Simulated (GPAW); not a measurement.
# B K-edge XANES of Mn2B (I4/mcm), part 3 of 3

What does one-electron theory with a core hole give for the B K edge of Mn2B (I4/mcm)?

GPAW 26.7.0; X-ray absorption from dipole matrix elements to empty bands, plane-wave PAW LDA.

So far. Step 5 (Spectrum with XCH, B atom 5): The total-energy difference is 185.47 eV. Step 6 (Spectrum with FCH, B atom 5): Against the first run the r.m.s. difference is 5 %. The highest intensity below 16 eV goes from 5.2 eV (2.38) to 5.4 eV (2.37).

### Step 8. Spectrum with XCH, B atom 5

A smaller cell brings the holes closer; here they are 4.2 Å apart.

Changed against the first core-hole run: supercell atoms from 18 to 6; the field's mesh follows (4×4×4 to 5×5×5).

xas.py reads:

```python
import numpy as np
from ase import Atoms
from ase.parallel import parprint, paropen
from gpaw import GPAW, PW, FermiDirac, Mixer, MixerDif, setup_paths
from gpaw.test import gen
setup_paths.insert(0, '.')
gen('B', name='fch1s', xcname='LDA', corehole=(1, 0, 1), write_xml=True)
from gpaw.mpi import world
world.barrier()

atoms = Atoms('Mn4B2',
    cell=[[-2.574, 2.574, 2.104],
     [2.574, -2.574, 2.104],
     [2.574, 2.574, -2.104]],
    scaled_positions=[[0.837, 0.663, 0.5],
     [0.337, 0.837, 0.174],
     [0.163, 0.337, 0.5],
     [0.663, 0.163, 0.826],
     [0.75, 0.75, 0],
     [0.25, 0.25, 0]],
    magmoms=[4.0, 4.0, 4.0, 4.0, 0.0, 0.0],
    pbc=True)
atoms.calc = calc = GPAW(legacy_gpaw=True, mode=PW(430, force_complex_dtype=True), xc='LDA', setups={4: 'fch1s'},
    kpts={'size': (5, 5, 5), 'gamma': True}, occupations=FermiDirac(0.1),
    charge=-1, mixer=MixerDif(0.05, 8, 50), maxiter=150,
    convergence={'density': 0.0001, 'eigenstates': 1e-6}, txt='scf.txt')
energy = atoms.get_potential_energy() + calc.get_reference_energy()
ef = calc.get_fermi_level()
out = dict(energy=energy, fermi=ef, forces=atoms.get_forces().tolist(), magmoms=atoms.get_magnetic_moments().tolist())
parprint(f'all-electron energy {energy:.4f} eV, Fermi level {ef:.4f} eV')
ev = np.array([[calc.get_eigenvalues(k, s) for k in range(len(calc.get_ibz_k_points()))] for s in range(calc.get_number_of_spins())])
out['homo'], out['lumo'], out['counts'] = ev[ev < ef].max(), ev[ev > ef].min(), sorted(set((ev < ef).sum((0, 2)).tolist()))
out['filled'] = (ev[:, 0] < ef).sum(1).tolist()

from ase.units import Ha
from gpaw.xas import dipole_matrix_elements
nb = int(calc.get_number_of_electrons() / 2) + 56
top = nb
nscf = calc.fixed_density(kpts={'size': (6, 6, 6), 'gamma': True},
    convergence={'eigenstates': 1.0}, txt='nscf.txt')
nscf.diagonalize_full_hamiltonian(nbands=nb)
cell = atoms.cell.array
ops = [cell.T @ U.T @ np.linalg.inv(cell.T) for U in nscf.wfs.kd.symmetry.op_scc]
E = np.arange(-6, 34, 0.1)
fwhm = np.interp(E, [4, 25], [0.9, 3.5])
Y, X, zero, highest = 0, 0, 1e9, 1e9
for spin in range(nscf.get_number_of_spins()):
    wfs = nscf.wfs
    mine = wfs.bd.get_slice()  # this rank's bands
    A = dipole_matrix_elements(wfs.setups[4])
    eps = np.zeros((wfs.kd.nibzkpts, nb))
    d = np.zeros((3, A.shape[1], wfs.kd.nibzkpts, nb), complex)
    for kpt in wfs.kpt_u:
        if kpt.s == spin and 4 in kpt.P_ani:
            eps[kpt.k, mine] = kpt.eps_n * Ha
            d[:, :, kpt.k, mine] = (kpt.weight * wfs.nspins / 2) ** 0.5 * np.inner(A, kpt.P_ani[4])
    world.sum(eps)
    world.sum(d)
    T = np.einsum('amkn,bmkn->abkn', d, d.conj()).real
    T = sum(np.einsum('ai,ijkn,bj->abkn', R, T, R) for R in ops) / len(ops)
    empty = eps > ef
    zero, highest = min(zero, eps[empty].min()), min(highest, eps[:, top - 1].min())
    lines = [(eps, T, empty)] if spin == 0 else lines + [(eps, T, empty)]
for eps, T, empty in lines:
    f = np.einsum('aakn->akn', T).reshape(3, -1)
    x = eps.ravel() - zero
    w = np.interp(x, E, fwhm) / 2.35482
    g = np.exp(-0.5 * ((E[:, None] - x) / w) ** 2) / (w * (2 * np.pi) ** 0.5)
    Y = Y + (f * empty.ravel()) @ g.T
    X = X + (f * ~empty.ravel()) @ g.T
out.update(E=E.round(2).tolist(), xas=Y.tolist(), xes=X.tolist(), zero=zero, valid=highest - zero, nk=len(eps), nb=nb)
for i in range(0, len(E), 10):
    parprint(f'{E[i]:7.2f}', *(f'{v:10.3e}' for v in Y[:, i]))
import json
with paropen('out.json', 'w') as f:
    json.dump(out, f)
```

Command:

```
OMP_NUM_THREADS=1 mpirun -n 4 gpaw python xas.py
```

Numbers of over 12 decimals in the logs are rounded to 6 here.

The log of the run:

```text
Input parameters:
  charge: -1
  convergence: {density: 0.0001,
                eigenstates: 1e-06}
  kpts: {gamma: True,
         size: (5, 5, 5)}
  maxiter: 150
  mixer: {backend: pulay,
          beta: 0.05,
          method: difference,
          nmaxold: 8,
          weight: 50}
  mode: {ecut: 430.0,
         force_complex_dtype: True,
         name: pw}
  occupations: {fixmagmom: False,
[...]
2s:      -0.864526    -0.865247
2p:      -0.653666    -0.654690
*d:                   -0.075592
*f:                   -0.015154
-------------------------------
all-electron energy -127022.3626 eV, Fermi level 10.8313 eV
  -6.00  6.689e-59  6.689e-59  6.869e-59
  -5.00  1.672e-42  1.672e-42  1.765e-42
  -4.00  4.635e-29  4.635e-29  5.046e-29
  -3.00  1.464e-18  1.464e-18  1.640e-18
[...]
32.00  4.262e-04  4.262e-04  5.061e-04
  33.00  3.827e-04  3.827e-04  4.780e-04
[key lines of the parts left out:]
Converged after 16 iterations.
Dipole moment: (0.000000, -0.000000, -0.028054) |e|*Ang
Free energy:    -80.224286
Fermi level: 10.83134
```

It took 53 s on 4 MPI ranks of AMD EPYC 9R14 (Zen 4), shared host; peak memory 0.49 GiB; 3.5 min of CPU time.

These settings depart from the first run's and aren't meant as converged.

The scaled spectrum changes by 36 % r.m.s. The highest intensity below 16 eV goes from 5.2 eV (2.38) to 4.0 eV (2.60).

| E (eV) | first run | this run |
| --- | --- | --- |
| -2.0 | 0.00 | 0.00 |
| -0.5 | 0.06 | 0.06 |
| 1.0 | 0.73 | 0.79 |
| 2.5 | 1.78 | 1.42 |
| 4.0 | 1.53 | 2.60 |
| 5.5 | 2.23 | 1.03 |
| 7.0 | 1.21 | 1.35 |
| 8.5 | 1.00 | 1.68 |
| 10.0 | 1.35 | 1.07 |
| 11.5 | 0.95 | 0.69 |
| 13.0 | 0.40 | 0.49 |
| 14.5 | 0.44 | 0.44 |
| 16.0 | 0.44 | 0.43 |
| 17.5 | 0.65 | 0.66 |
| 19.0 | 0.67 | 0.71 |
| 20.5 | 0.56 | 0.54 |
| 22.0 | 0.42 | 0.38 |
| 23.5 | 0.43 | 0.46 |
| 25.0 | 0.58 | 0.64 |
| 26.5 | 0.68 | 0.71 |
| 28.0 | 0.67 | 0.69 |
| 29.5 | 0.65 | 0.63 |
| 31.0 | 0.60 | 0.52 |

### Step 9. Spectrum with XCH, B atom 5

A test of how far the result depends on this setting.

Changed against the first core-hole run: broadening from Gaussian full width 0.9 eV up to 4 eV, rising linearly to 3.5 eV at 25 eV to Gaussian full width 0.5 eV up to 4 eV, rising linearly to 1.5 eV at 25 eV.

Changes to xas.py since step 8:

```diff
@@ -10,16 +10,28 @@
 
-atoms = Atoms('Mn4B2',
-    cell=[[-2.574, 2.574, 2.104],
-     [2.574, -2.574, 2.104],
-     [2.574, 2.574, -2.104]],
-    scaled_positions=[[0.837, 0.663, 0.5],
-     [0.337, 0.837, 0.174],
-     [0.163, 0.337, 0.5],
-     [0.663, 0.163, 0.826],
-     [0.75, 0.75, 0],
-     [0.25, 0.25, 0]],
-    magmoms=[4.0, 4.0, 4.0, 4.0, 0.0, 0.0],
+atoms = Atoms('Mn12B6',
+    cell=[[0, 5.148, 0],
+     [5.148, 0, 0],
+     [-2.574, -2.574, -6.312]],
+    scaled_positions=[[0.17033333, 0.99633333, 0.66666667],
+     [0.837, 0.663, 0],
+     [0.50366667, 0.32966667, 0.33333333],
+     [0.67033333, 0.17033333, 0.66666667],
+     [0.337, 0.837, 0],
+     [0.00366667, 0.50366667, 0.33333333],
+     [0.163, 0.337, 0],
+     [0.82966667, 0.00366667, 0.33333333],
+     [0.49633333, 0.67033333, 0.66666667],
+     [0.663, 0.163, 0],
+     [0.32966667, 0.82966667, 0.33333333],
+     [0.99633333, 0.49633333, 0.66666667],
+     [0.75, 0.75, 0.5],
+     [0.41666667, 0.41666667, 0.83333333],
+     [0.08333333, 0.08333333, 0.16666667],
+     [0.91666667, 0.91666667, 0.83333333],
+     [0.58333333, 0.58333333, 0.16666667],
+     [0.25, 0.25, 0.5]],
+    magmoms=[4.0, 4.0, 4.0, 4.0, 4.0, 4.0, 4.0, 4.0, 4.0, 4.0, 4.0, 4.0, 0.0, 0.0, 0.0, 0.0, 0.0, 0.0],
     pbc=True)
-atoms.calc = calc = GPAW(legacy_gpaw=True, mode=PW(430, force_complex_dtype=True), xc='LDA', setups={4: 'fch1s'},
-    kpts={'size': (5, 5, 5), 'gamma': True}, occupations=FermiDirac(0.1),
+atoms.calc = calc = GPAW(legacy_gpaw=True, mode=PW(430, force_complex_dtype=True), xc='LDA', setups={12: 'fch1s'},
+    kpts={'size': (4, 4, 4), 'gamma': True}, occupations=FermiDirac(0.1),
     charge=-1, mixer=MixerDif(0.05, 8, 50), maxiter=150,
@@ -36,7 +48,6 @@
 from gpaw.xas import dipole_matrix_elements
-nb = int(calc.get_number_of_electrons() / 2) + 56
-top = nb
-nscf = calc.fixed_density(kpts={'size': (6, 6, 6), 'gamma': True},
-    convergence={'eigenstates': 1.0}, txt='nscf.txt')
-nscf.diagonalize_full_hamiltonian(nbands=nb)
+nb = int(calc.get_number_of_electrons() / 2) + 162
+top, nb = nb, nb + 8 + nb // 12
+nscf = calc.fixed_density(kpts={'size': (4, 4, 4), 'gamma': True}, nbands=nb,
+    convergence={'bands': top, 'eigenstates': 5e-3}, maxiter=60, txt='nscf.txt')
 cell = atoms.cell.array
@@ -44,3 +55,3 @@
 E = np.arange(-6, 34, 0.1)
-fwhm = np.interp(E, [4, 25], [0.9, 3.5])
+fwhm = np.interp(E, [4, 25], [0.5, 1.5])
 Y, X, zero, highest = 0, 0, 1e9, 1e9
@@ -49,3 +60,3 @@
     mine = wfs.bd.get_slice()  # this rank's bands
-    A = dipole_matrix_elements(wfs.setups[4])
+    A = dipole_matrix_elements(wfs.setups[12])
     eps = np.zeros((wfs.kd.nibzkpts, nb))
@@ -53,5 +64,5 @@
     for kpt in wfs.kpt_u:
-        if kpt.s == spin and 4 in kpt.P_ani:
+        if kpt.s == spin and 12 in kpt.P_ani:
             eps[kpt.k, mine] = kpt.eps_n * Ha
-            d[:, :, kpt.k, mine] = (kpt.weight * wfs.nspins / 2) ** 0.5 * np.inner(A, kpt.P_ani[4])
+            d[:, :, kpt.k, mine] = (kpt.weight * wfs.nspins / 2) ** 0.5 * np.inner(A, kpt.P_ani[12])
     world.sum(eps)
```

The log of the run:

```text
Input parameters:
  charge: -1
  convergence: {density: 0.0001,
                eigenstates: 1e-06}
  kpts: {gamma: True,
         size: (4, 4, 4)}
  maxiter: 150
  mixer: {backend: pulay,
          beta: 0.05,
          method: difference,
          nmaxold: 8,
          weight: 50}
  mode: {ecut: 430.0,
         force_complex_dtype: True,
         name: pw}
  occupations: {fixmagmom: False,
[...]
<dir> UserWarning: Using symmetrized grid: (35,35,35).

  warnings.warn('Using symmetrized grid: ({},{},{}).\n'.format(*N_c))
all-electron energy -381438.1111 eV, Fermi level 10.6482 eV
  -6.00 4.913e-179 4.913e-179 1.639e-179
  -5.00 5.433e-126 5.433e-126 1.997e-126
  -4.00  1.472e-82  1.472e-82  5.949e-83
  -3.00  9.921e-49  9.921e-49  4.435e-49
[...]
32.00  4.738e-04  4.738e-04  5.353e-04
  33.00  3.278e-04  3.278e-04  4.630e-04
[key lines of the parts left out:]
Converged after 20 iterations.
Dipole moment: (-0.000981, -0.000981, 0.000017) |e|*Ang
Free energy:   -201.951151
Fermi level: 10.64815
```

Wall time 5.5 min (4 MPI ranks); peak memory 1.2 GiB; 22 min of CPU time.

| E (eV) | first run | this run |
| --- | --- | --- |
| -2.0 | 0.00 | 0.00 |
| -1.0 | 0.00 | 0.00 |
| 0.0 | 0.31 | 0.31 |
| 1.0 | 0.73 | 0.58 |
| 2.0 | 1.63 | 1.76 |
| 3.0 | 1.52 | 1.36 |
| 4.0 | 1.53 | 1.66 |
| 5.0 | 2.24 | 2.79 |
| 6.0 | 1.62 | 1.38 |
| 7.0 | 1.21 | 1.28 |
| 8.0 | 0.91 | 0.67 |
| 9.0 | 1.17 | 1.30 |
| 10.0 | 1.35 | 1.22 |
| 11.0 | 1.25 | 1.61 |
| 12.0 | 0.63 | 0.42 |
| 13.0 | 0.40 | 0.36 |
| 14.0 | 0.44 | 0.49 |
| 15.0 | 0.42 | 0.39 |
| 16.0 | 0.44 | 0.33 |
| 17.0 | 0.58 | 0.62 |
| 18.0 | 0.68 | 0.76 |
| 19.0 | 0.67 | 0.63 |
| 20.0 | 0.61 | 0.71 |
| 21.0 | 0.51 | 0.47 |
| 22.0 | 0.42 | 0.40 |
| 23.0 | 0.41 | 0.29 |
| 24.0 | 0.47 | 0.43 |
| 25.0 | 0.58 | 0.63 |
| 26.0 | 0.66 | 0.75 |
| 27.0 | 0.69 | 0.74 |
| 28.0 | 0.67 | 0.65 |
| 29.0 | 0.66 | 0.60 |
| 30.0 | 0.64 | 0.70 |
| 31.0 | 0.60 | 0.70 |
| 32.0 | 0.52 | 0.48 |

The scaled spectrum changes by 16 % r.m.s. The highest intensity below 16 eV goes from 5.2 eV (2.38) to 5.2 eV (3.03).

The photon energy of the zero moves by +0.00 eV.

### Step 10. With and without the hole

Both curves are counted from their own zero, so only the shift of weight within the empty states shows.

| E (eV) | no hole | XCH |
| --- | --- | --- |
| -2.0 | 0.00 | 0.00 |
| -1.0 | 0.00 | 0.00 |
| 0.0 | 0.18 | 0.31 |
| 1.0 | 0.30 | 0.73 |
| 2.0 | 0.59 | 1.63 |
| 3.0 | 0.94 | 1.52 |
| 4.0 | 1.04 | 1.53 |
| 5.0 | 0.81 | 2.24 |
| 6.0 | 1.85 | 1.62 |
| 7.0 | 1.37 | 1.21 |
| 8.0 | 1.23 | 0.91 |
| 9.0 | 1.12 | 1.17 |
| 10.0 | 1.44 | 1.35 |
| 11.0 | 2.16 | 1.25 |
| 12.0 | 1.72 | 0.63 |
| 13.0 | 0.88 | 0.40 |
| 14.0 | 0.66 | 0.44 |
| 15.0 | 0.68 | 0.42 |
| 16.0 | 0.59 | 0.44 |
| 17.0 | 0.58 | 0.58 |
| 18.0 | 0.68 | 0.68 |
| 19.0 | 0.77 | 0.67 |
| 20.0 | 0.82 | 0.61 |
| 21.0 | 0.77 | 0.51 |
| 22.0 | 0.64 | 0.42 |
| 23.0 | 0.51 | 0.41 |
| 24.0 | 0.48 | 0.47 |
| 25.0 | 0.55 | 0.58 |
| 26.0 | 0.66 | 0.66 |
| 27.0 | 0.74 | 0.69 |
| 28.0 | 0.77 | 0.67 |
| 29.0 | 0.77 | 0.66 |
| 30.0 | 0.78 | 0.64 |
| 31.0 | 0.78 | 0.60 |
| 32.0 | 0.71 | 0.52 |

With each curve scaled to its own mean, the area from −2 to 6 eV with the hole is 8.8 against 4.8, and the centre of weight from −1 to 20 eV moves by -1.7 eV: the hole pulls the absorber's empty states down.

### Step 11. Outcome

| Quantity | Value |
| --- | --- |
| absorber and edge | B K, atom 5 of the ground-state input (counted from 1) |
| surroundings | 2 B at 2.10 Å and 8 Mn at 2.20 Å (10-fold, site symmetry 422) |
| highest intensity below 16 eV | 5.2 eV above the zero, height 2.38 |
| photon energy of the zero (spin-polarised hole, raw) | 185.5 eV (LDA puts this hole about 2 eV below PBE, itself good to a few eV) |

In words: The B K edge of atom 5, with 2 B at 2.10 Å and 8 Mn at 2.20 Å (10-fold, site symmetry 422), has its highest intensity of the first 16 eV at 5.2 eV above the zero, near 191 eV in photon energy (LDA puts this hole about 2 eV below PBE, itself good to a few eV), 2.4 times the mean level of the first 20 eV (Gaussian full width 0.9 eV up to 4 eV, rising linearly to 3.5 eV at 25 eV). With each curve scaled to its own mean, the area from −2 to 6 eV with the hole is 8.8 against 4.8, and the centre of weight from −1 to 20 eV moves by -1.7 eV: the hole pulls the absorber's empty states down. Changing the core hole to FCH alters the shape by 5 % r.m.s., so the result is insensitive to this choice. A cell with holes 4.2 Å apart changes the curve by 36 % r.m.s. (29 % after the best shift). Changing the broadening from Gaussian full width 0.9 eV up to 4 eV, rising linearly to 3.5 eV at 25 eV to Gaussian full width 0.5 eV up to 4 eV, rising linearly to 1.5 eV at 25 eV alters the shape by 16 % r.m.s., a modest effect on the whole. At the B K edge of atom 5 polarisation matters most near 7.2 eV, where the curves differ by 1.5 on this scale. The hole lies in one spin channel, while the script sums the empty states of both and takes the lower zero; where the two channels are split, this blurs and shifts the curve. The starting moments shrank to 0.00 μB or less, so this is hardly a magnetic state. The holes are only 5.1 Å apart, so the shape is probably not converged with cell size; no larger cell was run here. The mesh is coarse (0.33 Å⁻¹ between points), so small maxima may be mesh ripples. The structure is a published determination, not relaxed.

[Banner, clock and machine lines of the logs are left out without a mark of their own.]

[Logs are printed without paths, hosts, clocks, repeated set-up lines and the standing remarks that a program may print on its own settings, such as how far it seeks lower states.]

[Hosts, paths, dates, database ids (printed as entryN), source tags and the programs' standing remarks are cut or masked in the printed files.]

[Lists of maxima count a maximum above −3 eV only where it reaches 4 % of the highest in the window and stands out from its surroundings by 2 % of it (1.5 % where it reaches 55 %); shoulders and weaker maxima are passed over, and of the rest the first, up to two pre-edge ones and the few strongest are named.]
